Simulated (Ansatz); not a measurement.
# SnH2 (model cell, started as rutile): a soft mode frozen in, part 2 of 2

Which phase does SnH2 (model cell, started as rutile) fall into along its unstable mode, and how much energy does it gain?

Ansatz 0.2.0; DFT PBE, scalar-relativistic, plane waves, PAW.

So far, highest frequency on path, mesh or solved points (cm⁻¹): step 2 (phonons on a q mesh) 977. Also lowest frequency on the path (cm⁻¹): step 2 -805.

The structure was built from a prototype and need not be the compound's stable phase.

### 4. The mode frozen in, largest atomic shift 0.45 Å

The atoms are moved along the unstable eigenvector, the largest shift by 0.45 Å, with the cell fixed.

Input file input.yaml:

```yaml
crystal:
  lattice:
    - [4.8575969519, 0.0, 0.0]
    - [0.0, 4.8575969519, 0.0]
    - [0.0, 0.0, 7.2839904417]
  atoms:
    - { symbol: Sn, position: [4.41243e-05, -4.41243e-05, 0.0] }
    - { symbol: Sn, position: [-4.41243e-05, 4.41243e-05, 0.5] }
    - { symbol: Sn, position: [0.4999558757, 0.4999558757, 0.25] }
    - { symbol: Sn, position: [0.5000441243, 0.5000441243, 0.75] }
    - { symbol: H, position: [0.3155756311, 0.3065694037, 0.0616331725] }
    - { symbol: H, position: [0.3065694037, 0.3155756311, 0.4383668275] }
    - { symbol: H, position: [0.6934305963, 0.6844243689, -0.0616331725] }
    - { symbol: H, position: [0.6844243689, 0.6934305963, 0.5616331725] }
    - { symbol: H, position: [0.8065694037, 0.1844243689, 0.3116331725] }
    - { symbol: H, position: [0.8155756311, 0.1934305963, 0.6883668275] }
    - { symbol: H, position: [0.1844243689, 0.8065694037, 0.1883668275] }
    - { symbol: H, position: [0.1934305963, 0.8155756311, 0.8116331725] }
kpoints:
  mp_grid: { grid: [8, 8, 6] }
hamiltonian:
  xc: pbe
scf:
  occupations: { method: methfessel_paxton, width: 0.2 }
output:
  forces: true
  stress: true
  eigenvalues: true
```

The run is started by

```sh
$ ansatz run input.yaml --threads 8 --pin off --max-ram 14336MiB --backend cpu --events-out ev --progress --plain --runs-dir out
```

The program printed:

```text
[...]
Crystal: 12 atoms, lattice volume = 171.875 Å³
Basis set: ecut = 420 eV, 3373 PW (Γ), exchange–correlation on 72×72×100 points (8 copies of the dense FFT grid, shifted against one another)
Bands: 44, of which v1, the nominal top of the filled ones, is band 32 counted from 1 (31 counted from 0)
Symmetry: 8 space group operations
[...]
k-point 0: bands = [... 28 lower, 3.3495, 3.3495, 4.5475, 6.3711, 8.0817, 8.4032, 8.8914, 9.1157, ... 7 higher]
  k-point 1: bands = [... 28 lower, 2.8458, 4.2857, 4.2865, 6.5682, 7.8271, 8.9618, 8.9664, 9.0665, ... 7 higher]
  k-point 2: bands = [... 28 lower, 2.4813, 3.5902, 5.3611, 6.8629, 7.9836, 8.8600, 8.8991, 9.0407, ... 7 higher]
  k-point 59: bands = [... 28 lower, 4.2663, 4.2663, 4.2663, 4.2663, 8.1782, 8.1782, 8.1782, 8.1782, ... 7 higher]
[key lines of the parts left out:]
SCF converged after 7 iterations
Free energy (F): -24219.092618 eV
Fermi energy:    6.740492 eV
P = ⅓ Tr σ = 3.0383 GPa (30.383 kbar)
```

Wall time 10 s (8 threads of Arm Neoverse N1, shared host); peak memory 0.75 GiB.

Numbers from this step:

| Property | Result |
| --- | --- |
| pressure | 3.038 GPa |
| energy from the undistorted cell | -79.76 meV/atom |

The energy, extrapolated to zero smearing, is -79.76 meV/atom against the undistorted cell.

The run ends at a pressure of 3.04 GPa, with forces up to 0.35 eV/Å.

### 5. Energy along the mode, all amplitudes (two of the runs are shown above)

An imaginary frequency means negative curvature, so the energy should fall and then rise again as anharmonic terms take over.

Numbers from this step:

```
depth at the lowest point sampled  : 79.76 meV/atom
largest atomic shift at that point : 0.45 Å
```

Energy from the parent against largest atomic shift:

| largest atomic shift (Å) | energy from the parent (meV/atom) |
| --- | --- |
| 0.000 | 0 |
| 0.040 | -1.23 |
| 0.080 | -4.98 |
| 0.140 | -15.0 |
| 0.220 | -34.2 |
| 0.320 | -59.4 |
| 0.450 | -79.8 |
| 0.600 | -59.7 |

Displacement at unit largest shift by atom:

| atom | x (Å) | y (Å) | z (Å) | size |
| --- | --- | --- | --- | --- |
| Sn1 | 0.00 | 0.00 | 0.00 | 0.00 |
| Sn2 | 0.00 | 0.00 | 0.00 | 0.00 |
| Sn3 | 0.00 | 0.00 | 0.00 | 0.00 |
| Sn4 | 0.00 | 0.00 | 0.00 | 0.00 |
| H5 | 0.05 | -0.05 | 1.00 | 1.00 |
| H6 | -0.05 | 0.05 | -1.00 | 1.00 |
| H7 | 0.05 | -0.05 | -1.00 | 1.00 |
| H8 | -0.05 | 0.05 | 1.00 | 1.00 |
| H9 | -0.05 | -0.05 | 1.00 | 1.00 |
| H10 | 0.05 | 0.05 | -1.00 | 1.00 |
| H11 | -0.05 | -0.05 | -1.00 | 1.00 |
| H12 | 0.05 | 0.05 | 1.00 | 1.00 |

The lowest step is at 0.45 Å, 79.8 meV/atom below the parent, and the energy rises beyond it.

### 6. Relaxing from the distorted cell

Starting from the lowest point found, all atoms and the cell are let go, so that strain and other modes of the same symmetry can join in.

Edit input.yaml of step 4 so:

```diff
@@ -28 +28,6 @@
   eigenvalues: true
+relax:
+  adjacent_minimum: "off"
+  f_tol: 0.002
+  max_steps: 120
+  cell: { stress_tol: 0.03 }
```

The program printed:

```text
[...]
Crystal: 12 atoms, lattice volume = 171.875 Å³
Basis set: ecut = 420 eV, 3373 PW (Γ), exchange–correlation on 72×72×100 points (8 copies of the dense FFT grid, shifted against one another)
Bands: 44, of which v1, the nominal top of the filled ones, is band 32 counted from 1 (31 counted from 0)
Symmetry: 8 space group operations
[...]
k-points: 60 of 384 (time reversal used)
[...]
SCF iter   1: F=—  HF=-24219.099376 eV  |F-HF|=—  |Δ(HF+E_count)|=         —  Δρ=3.15e-3  dr2=2.73e-2  ethr=1.77e-3  ⟨swp⟩=7.0  Hψ=11442  notcnv=0
[...]
SCF iter   7: F=-24219.092618 eV  HF=-24219.092618 eV  |F-HF|=5.39e-9  |Δ(HF+E_count)|=   1.19e-7  S|Δr|=    0.00e0  Δρ=1.40e-6  dr2=4.00e-9  ethr=1.56e-10  ⟨swp⟩=10.4  Hψ=11509  notcnv=0
SCF 1 converged in 7 iterations: F = -24219.092618 eV  dr2 = 4.00e-9
[...]
relax step   1: F+E_penalty+E_count = -24219.09261771 eV  Δ(F+E_penalty+E_count) = +0.000e0 eV  max|allowed force component| = 2.682e-1 eV/Å  Δτ_max = 0.0000 Å  P = +3.038 GPa  Ω = 171.875 Å³  (7 SCF iters, dr2 threshold 1.00e-7 eV, accepted)
Crystal: 12 atoms, lattice volume = 181.952 Å³
Basis set: ecut = 420 eV, 3533 PW (Γ), exchange–correlation on 72×72×100 points (8 copies of the dense FFT grid, shifted against one another)
[...]
SCF iter   6: F=-24219.430896 eV  HF=-24219.430894 eV  |F-HF|=1.34e-6  |Δ(HF+E_count)|=   8.52e-6  S|Δr|=    0.00e0  Δρ=2.06e-5  dr2=1.18e-6  ethr=1.87e-9  ⟨swp⟩=8.3  Hψ=11792  notcnv=0
SCF 2 converged in 6 iterations: F = -24219.430896 eV  dr2 = 1.18e-6
[...]
relax step   2: F+E_penalty+E_count = -24219.43089578 eV  Δ(F+E_penalty+E_count) = -3.383e-1 eV  max|allowed force component| = 1.906e-1 eV/Å  Δτ_max = 0.0798 Å  P = +0.034 GPa  Ω = 181.952 Å³  energy of the carried Pulay correction = -7.018e-3 eV  (6 SCF iters, dr2 threshold 1.20e-6 eV, accepted)
Crystal: 12 atoms, lattice volume = 187.055 Å³
Basis set: ecut = 420 eV, 3647 PW (Γ), exchange–correlation on 72×72×100 points (8 copies of the dense FFT grid, shifted against one another)
[...]
SCF iter   6: F=-24219.599266 eV  HF=-24219.599266 eV  |F-HF|=1.26e-7  |Δ(HF+E_count)|=   2.25e-6  S|Δr|=    0.00e0  Δρ=1.03e-5  dr2=1.73e-7  ethr=1.87e-9  ⟨swp⟩=7.2  Hψ=10781  notcnv=0
SCF 3 converged in 6 iterations: F = -24219.599266 eV  dr2 = 1.73e-7
relax step   3: F+E_penalty+E_count = -24219.59926639 eV  Δ(F+E_penalty+E_count) = -1.684e-1 eV  max|allowed force component| = 1.706e-1 eV/Å  Δτ_max = 0.1040 Å  P = -0.536 GPa  Ω = 187.055 Å³  energy of the carried Pulay correction = -1.042e-2 eV  (6 SCF iters, dr2 threshold 1.20e-6 eV, accepted)
[... from here on, the SCF cycles and remarks between the steps are left out ...]
relax step   4: F+E_penalty+E_count = -24219.78411275 eV  Δ(F+E_penalty+E_count) = -1.848e-1 eV  max|allowed force component| = 6.021e-2 eV/Å  Δτ_max = 0.2000 Å  P = -0.235 GPa  Ω = 200.961 Å³  energy of the carried Pulay correction = -1.923e-2 eV  (6 SCF iters, dr2 threshold 1.20e-6 eV, accepted)
relax step   5: F+E_penalty+E_count = -24219.84020855 eV  Δ(F+E_penalty+E_count) = -5.610e-2 eV  max|allowed force component| = 1.804e-1 eV/Å  Δτ_max = 0.1937 Å  P = -0.979 GPa  Ω = 203.884 Å³  energy of the carried Pulay correction = -2.100e-2 eV  (6 SCF iters, dr2 threshold 4.66e-7 eV, accepted)
relax step   6: F+E_penalty+E_count = -24219.86687370 eV  Δ(F+E_penalty+E_count) = -2.667e-2 eV  max|allowed force component| = 6.521e-2 eV/Å  Δτ_max = 0.0689 Å  P = +0.640 GPa  Ω = 195.803 Å³  energy of the carried Pulay correction = -1.604e-2 eV  (5 SCF iters, dr2 threshold 1.20e-6 eV, accepted)
relax step   7: F+E_penalty+E_count = -24219.87932668 eV  Δ(F+E_penalty+E_count) = -1.245e-2 eV  max|allowed force component| = 9.300e-3 eV/Å  Δτ_max = 0.0294 Å  P = +0.053 GPa  Ω = 201.311 Å³  energy of the carried Pulay correction = -1.944e-2 eV  (5 SCF iters, dr2 threshold 1.20e-6 eV, accepted)
relax step   8: F+E_penalty+E_count = -24219.87930545 eV  Δ(F+E_penalty+E_count) = +2.124e-5 eV  max|allowed force component| = 3.770e-3 eV/Å  Δτ_max = 0.0016 Å  P = +0.017 GPa  Ω = 201.444 Å³  energy of the carried Pulay correction = -1.952e-2 eV  (4 SCF iters, dr2 threshold 1.35e-8 eV, accepted)
relax step   9: F+E_penalty+E_count = -24219.87926794 eV  Δ(F+E_penalty+E_count) = +3.750e-5 eV  max|allowed force component| = 7.270e-5 eV/Å  Δτ_max = 0.0011 Å  P = +0.001 GPa  Ω = 201.538 Å³  energy of the carried Pulay correction = -1.958e-2 eV  (5 SCF iters, dr2 threshold 8.89e-10 eV, accepted)
relax step  10: F+E_penalty+E_count = -24219.91240970 eV  Δ(F+E_penalty+E_count) = -3.314e-2 eV  max|allowed force component| = 9.736e-4 eV/Å  Δτ_max = 0.0000 Å  P = +0.111 GPa  Ω = 201.538 Å³  stress off target by 2.32e-1 GPa  SCF on the basis re-selected at this cell (its energy is not comparable with the rows above)  (6 SCF iters)
relax step  11: F+E_penalty+E_count = -24219.91269993 eV  Δ(F+E_penalty+E_count) = -2.902e-4 eV  max|allowed force component| = 2.753e-3 eV/Å  Δτ_max = 0.0136 Å  P = +0.014 GPa  Ω = 203.890 Å³  energy of the carried Pulay correction = -1.407e-3 eV  (5 SCF iters, dr2 threshold 1.35e-7 eV, accepted)
relax step  12: F+E_penalty+E_count = -24219.91269663 eV  Δ(F+E_penalty+E_count) = +3.294e-6 eV  max|allowed force component| = 2.585e-3 eV/Å  Δτ_max = 0.0067 Å  P = -0.003 GPa  Ω = 204.047 Å³  energy of the carried Pulay correction = -1.494e-3 eV  (6 SCF iters, dr2 threshold 2.30e-9 eV, accepted)
relax step  13: F+E_penalty+E_count = -24219.91259043 eV  Δ(F+E_penalty+E_count) = +1.062e-4 eV  max|allowed force component| = 3.993e-4 eV/Å  Δτ_max = 0.0017 Å  P = +0.002 GPa  Ω = 204.230 Å³  energy of the carried Pulay correction = -1.609e-3 eV  (6 SCF iters, dr2 threshold 4.18e-10 eV, accepted)
[...]
SCF iter   5: F=-24219.914270 eV  HF=-24219.914270 eV  |F-HF|=1.16e-10  |Δ(HF+E_count)|=   1.19e-9  S|Δr|=    0.00e0  Δρ=7.34e-8  dr2=8.44e-12  ethr=1.00e-12  ⟨swp⟩=7.3  Hψ=10196  notcnv=0
SCF 14 converged in 5 iterations: F = -24219.914270 eV  dr2 = 8.44e-12
relax step  14: F+E_penalty+E_count = -24219.91427007 eV  Δ(F+E_penalty+E_count) = -1.680e-3 eV  max|allowed force component| = 4.946e-4 eV/Å  Δτ_max = 0.0000 Å  P = +0.004 GPa  Ω = 204.230 Å³  stress off target by 9.27e-3 GPa  SCF on the basis re-selected at this cell (its energy is not comparable with the rows above)  (5 SCF iters)
[...]
SCF converged after 5 iterations
[...]
Free energy (F): -24219.914270 eV
[...]
Internal energy: -24219.914276 eV  (E = F + TS)
E sigma→0 (E₀):  -24219.914271 eV
Entropy (-TS):   0.000006 eV (0.000 meV/atom)
Fermi energy:    4.820582 eV
Step filling:    the computed levels leave a gap of 1.2186 eV = 6.1 smearing widths at the electron count; against every level under it full and every level over it empty, smearing changes F+E_penalty+E_count by +2.74e-4 meV and its σ→0 estimate by -1.12e-3 meV
[...]
--- Forces (eV/Å), atoms counted from 1 ---
  atom   1  Sn    -0.00049464     0.00049464     0.00000000
  atom   2  Sn     0.00049464    -0.00049464     0.00000000
  atom   3  Sn     0.00049464     0.00049464     0.00000000
  atom   4  Sn    -0.00049464    -0.00049464     0.00000000
  atom   5  H      0.00005813    -0.00018631    -0.00011559
  atom   6  H     -0.00018631     0.00005813     0.00011559
  atom   7  H      0.00018631    -0.00005813     0.00011559
  atom   8  H     -0.00005813     0.00018631    -0.00011559
  atom   9  H     -0.00018631    -0.00005813    -0.00011559
  atom  10  H      0.00005813     0.00018631     0.00011559
  atom  11  H     -0.00005813    -0.00018631     0.00011559
  atom  12  H      0.00018631     0.00005813    -0.00011559
  max |Σ_I F_I| component: 2.05e-17 eV/Å
--- Stress (GPa, compression-positive) ---
        0.000624       0.000000       0.000000
        0.000000       0.000624      -0.000000
        0.000000      -0.000000       0.009269
  P = ⅓ Tr σ = 0.0035 GPa (0.035 kbar)
--- Band table (eV; the first three rows and the last of 60) ---
  k-point 0: bands = [... 28 lower, 2.0600, 2.7035, 2.7035, 4.0197, 5.8079, 6.3493, 6.3493, 7.6394, ... 8 higher]
  k-point 1: bands = [... 28 lower, 1.9920, 2.1190, 3.3334, 4.0580, 5.8095, 6.0115, 6.7893, 7.5032, ... 8 higher]
  k-point 2: bands = [... 28 lower, 1.6260, 1.7912, 3.8893, 4.1420, 5.8916, 5.9472, 6.8497, 6.8603, ... 8 higher]
  k-point 59: bands = [... 28 lower, 2.3549, 2.3549, 2.3549, 2.3549, 5.8009, 5.8009, 5.8009, 5.8009, ... 8 higher]
--- Relaxed structure (12 steps of the walk, 12 accepted, 2 SCFs on fresh bases) ---
  F+E_penalty+E_count = -24219.91427007 eV   max|allowed force component| = 4.946e-4 eV/Å   (the final SCF, on the basis selected at the relaxed cell)
  cell:  # Å, volume = 204.2300 Å³
    - [4.948649, 0.0, 0.0]
    - [0.0, 4.948649, 0]
    - [0.0, 0, 8.339618]
  atoms:
    - { symbol: Sn, position: [0.028407, -0.028407, -3.956857e-19] }
    - { symbol: Sn, position: [-0.028407, 0.028407, 0.5] }
    - { symbol: Sn, position: [0.471593, 0.471593, 0.25] }
    - { symbol: Sn, position: [0.528407, 0.528407, 0.750000] }
    - { symbol: H, position: [0.354539, 0.199252, 0.110434] }
    - { symbol: H, position: [0.199252, 0.354539, 0.389566] }
    - { symbol: H, position: [0.800748, 0.645461, -0.110434] }
    - { symbol: H, position: [0.645461, 0.800748, 0.610434] }
    - { symbol: H, position: [0.699252, 0.145461, 0.360434] }
    - { symbol: H, position: [0.854539, 0.300748, 0.639566] }
    - { symbol: H, position: [0.145461, 0.699252, 0.139566] }
    - { symbol: H, position: [0.300748, 0.854539, 0.860434] }
```

Run time: 2.6 min. Hardware: 8 threads; peak memory 0.94 GiB.

Relaxation path:

| step | energy less that of the first step (eV) | largest force component (eV/Å) | pressure (GPa) | volume (Å³) |
| --- | --- | --- | --- | --- |
| 1 | 0.0000 | 0.2682 | 3.04 | 171.87 |
| 2 | -0.3383 | 0.1906 | 0.03 | 181.95 |
| 3 | -0.5066 | 0.1706 | -0.54 | 187.06 |
| 4 | -0.6915 | 0.0602 | -0.24 | 200.96 |
| 5 | -0.7476 | 0.1804 | -0.98 | 203.88 |
| 6 | -0.7743 | 0.0652 | 0.64 | 195.80 |
| 7 | -0.7867 | 0.0093 | 0.05 | 201.31 |
| 8 | -0.7867 | 0.0038 | 0.02 | 201.44 |
| 9 | -0.7867 | 0.0001 | 0.00 | 201.54 |
| 10* | -0.8198 | 0.0010 | 0.11 | 201.54 |
| 11 | -0.8201 | 0.0028 | 0.01 | 203.89 |
| 12 | -0.8201 | 0.0026 | 0.00 | 204.05 |
| 13 | -0.8200 | 0.0004 | 0.00 | 204.23 |
| 14* | -0.8217 | 0.0005 | 0.00 | 204.23 |

Relaxation steps marked * repeat the geometry before them on a plane-wave basis chosen anew for their cell, so energy and pressure can jump there.

The run keeps the 8 symmetry operations that the program found, so distortions that break them were not tested.

| cell as run | before | after | change |
| --- | --- | --- | --- |
| a (Å) | 4.858 | 4.949 | +1.9 % |
| b (Å) | 4.858 | 4.949 | +1.9 % |
| c (Å) | 7.284 | 8.340 | +14.5 % |
| volume (Å³/atom) | 14.32 | 17.02 | +18.8 % |

The atoms that moved most (Å, as changes of fractional coordinates times the final cell):

| atom | dx | dy | dz | length |
| --- | --- | --- | --- | --- |
| H8 | -0.193 | 0.531 | 0.407 | 0.696 |
| H10 | 0.193 | 0.531 | -0.407 | 0.696 |
| H12 | 0.531 | 0.193 | 0.407 | 0.696 |
| H7 | 0.531 | -0.193 | -0.407 | 0.696 |
| H11 | -0.193 | -0.531 | -0.407 | 0.696 |
| H5 | 0.193 | -0.531 | 0.407 | 0.696 |
| H9 | -0.531 | -0.193 | 0.407 | 0.696 |
| H6 | -0.531 | 0.193 | -0.407 | 0.696 |

The relaxed structure:

```xyz
12
Lattice="4.9486 0.0000 0.0000 0.0000 4.9486 0.0000 0.0000 0.0000 8.3396" Properties=species:S:1:pos:R:3 pbc="T T T"
Sn    0.1406   -0.1406    0.0000
Sn   -0.1406    0.1406    4.1698
Sn    2.3337    2.3337    2.0849
Sn    2.6149    2.6149    6.2547
H     1.7545    0.9860    0.9210
H     0.9860    1.7545    3.2488
H     3.9626    3.1942   -0.9210
H     3.1942    3.9626    5.0908
H     3.4604    0.7198    3.0059
H     4.2288    1.4883    5.3337
H     0.7198    3.4604    1.1639
H     1.4883    4.2288    7.1757
```

This step gave:

| Property | Result |
| --- | --- |
| pressure | 0.003506 GPa |
| volume per atom | 17.02 Å³ |
| gap on the k-mesh | 1.219 eV |

The distorted start has space group P4_32_12; the relaxation ends in P4_32_12.

### 7. What came out

| Property | Result |
| --- | --- |
| unstable mode of the parent | q = (0, 0, -0.5), 805i cm⁻¹ |
| depth at the lowest point sampled | 79.8 meV/atom |
| largest atomic shift at that point | 0.45 Å |
| space group reached | P4_32_12 |
| energy gained over the parent (first relaxation, on the mesh of the frozen mode) | 148 meV/atom |
| volume per atom, phase reached | 17.0 Å³ |
| gap on the k-mesh, phase reached | 1.22 eV |

**Reading.** Along this mode the structure falls into P4_32_12, 148 meV/atom below the parent. At the parent's cell the well is 79.76 meV/atom deep on the steps tried, with its lowest point at a shift of 0.45 Å. Relaxing atoms and cell changes the gain by +68.41 meV/atom against the lowest step (energies at zero smearing). The modes of the phase reached were not computed. Of the 6 patterns followed from this parent, this one reaches the lowest energy. Differences under 1.0 meV/atom are within the error of comparing unlike cells and meshes, so the order among close phases is not settled. Each path keeps the symmetry of its pattern, so a lower phase may lie along a pattern not tried. With no gap, or one that is small against the smearing, the frequencies hang on the k mesh and the smearing, most of all near Kohn anomalies. The volume moved by more than a tenth on the k mesh of the start, so the energy gain is rough. Spin-orbit coupling is left out, which can matter for the heavy elements here. The starting cell was built on a prototype and not taken from a measurement, so the phase need not exist.

[Long decimals in the printed logs are rounded to 6 places.]

[Logs are printed without paths, hosts, clocks, repeated set-up lines and the standing remarks that a program may print on its own settings, such as how far it seeks lower states.]

[Hosts, paths, dates, database ids (printed as entryN), source tags and the programs' standing remarks are cut or masked in the printed files.]

[Where the starting crystal was built by hand or by swapping elements, it need not be the compound's stable phase.]
